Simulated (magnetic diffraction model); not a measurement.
# Which magnetic order? KNiI3

Space group Pm-3m (no. 221), a = 5.4800 Å.

| site | atom | x | y | z |
| --- | --- | --- | --- | --- |
| 3c | I | 1/2 | 0 | 1/2 |
| 1b | Ni | 1/2 | 1/2 | 1/2 |
| 1a | K | 0 | 0 | 0 |

This is a made-up structure (elements placed in a structure type, unrelaxed), so the numbers test the method and describe no known phase.

Only Ni is taken to order (form factors of Ni2+); orders and moment sizes are assumed, and not adapted to the symmetry. Radiation: neutrons of λ = 2.52 Å, 5° to 100°; isotropic B of 0.14 Å² (I), 0.14 Å² (Ni) and 0.14 Å² (K). The intensities are simulated: I ∝ L Σ (|F_N|² + |F_M⊥|²) for unpolarised neutrons, with F_M = 2.695 fm/μB × Σ f(s) S exp(2πi Q·r) exp(−B s²) at Q = H ± k (one set where k and −k are equivalent), only the part normal to Q counting and L = 1/(sin²θ cos θ). For collinear order S is the moment m, which repeats by lattice and centring translations R with the sign exp(−2πi k·R). Form factors are spin-only for 3d ions and dipole or tabulated for f ions, scattering lengths are Sears's of 1992, and absorption is left out. A label names one of the reflections at its angle. The strongest nuclear line in the range is 100, and lines under 0.2 are left out.

Above the ordering temperature:

```tsv
2θ (°)	index	I
26.59	(1 0 0)	50.7
37.95	(1 1 0)	27.7
46.94	(1 1 1)	14.2
54.76	(2 0 0)	86.3
61.88	(2 1 0)	45.6
68.56	(2 1 1)	20.9
81.13	(2 2 0)	100.0
87.23	(3 0 0)	37.1
93.29	(3 1 0)	15.0
99.39	(3 1 1)	16.2
```

Below it (cell unchanged):

| 2θ (°) | I |
| --- | --- |
| 26.59 | 55.1 |
| 37.95 | 31.7 |
| 46.94 | 15.8 |
| 54.76 | 87.2 |
| 61.88 | 47.9 |
| 68.56 | 22.7 |
| 81.13 | 100.6 |
| 87.23 | 38.3 |
| 93.29 | 15.8 |
| 99.39 | 16.9 |

**Question.** Find the propagation vector, then choose among these models:
A. collinear moments along [010], 1.71 μB on Ni
B. collinear moments along [100], 1.71 μB on Ni
C. collinear moments along [111], 1.71 μB on Ni

No line moves, and magnetic intensity falls on nuclear lines such as the one at 26.59°, so the magnetic cell equals the chemical primitive cell: k = 0.

Magnetic intensity, observed (below minus above) and for each model:

| 2θ (°) | index | observed | A | B | C |
| --- | --- | --- | --- | --- | --- |
| 37.95 | (1 1 0) | 4.0 | 4.0 | 4.0 | 4.0 |
| 46.94 | (1 1 1) | 1.6 | 1.6 | 1.6 | 1.6 |
| 54.76 | (2 0 0) | 0.8 | 0.8 | 0.8 | 0.8 |
| 68.56 | (2 1 1) | 1.8 | 1.8 | 1.8 | 1.8 |
| 81.13 | (2 2 0) | 0.6 | 0.6 | 0.6 | 0.6 |
| 87.23 | (3 0 0) | 1.2 | 1.2 | 1.2 | 1.2 |
| 93.29 | (3 1 0) | 0.8 | 0.8 | 0.8 | 0.8 |
| 99.39 | (3 1 1) | 0.7 | 0.7 | 0.7 | 0.7 |

Models A, B and C match alike on every line, so these data can't choose among them (such ties are often domains of one structure): a powder sees only the angle between collinear moments and the unique axis of a uniaxial spin configuration, and no direction at all where the configuration is cubic.

The structure used: k = (0 0 0), collinear moments along [100], 1.71 μB on Ni.

[Logs are printed without paths, hosts, clocks, repeated set-up lines and the standing remarks that a program may print on its own settings, such as how far it seeks lower states.]
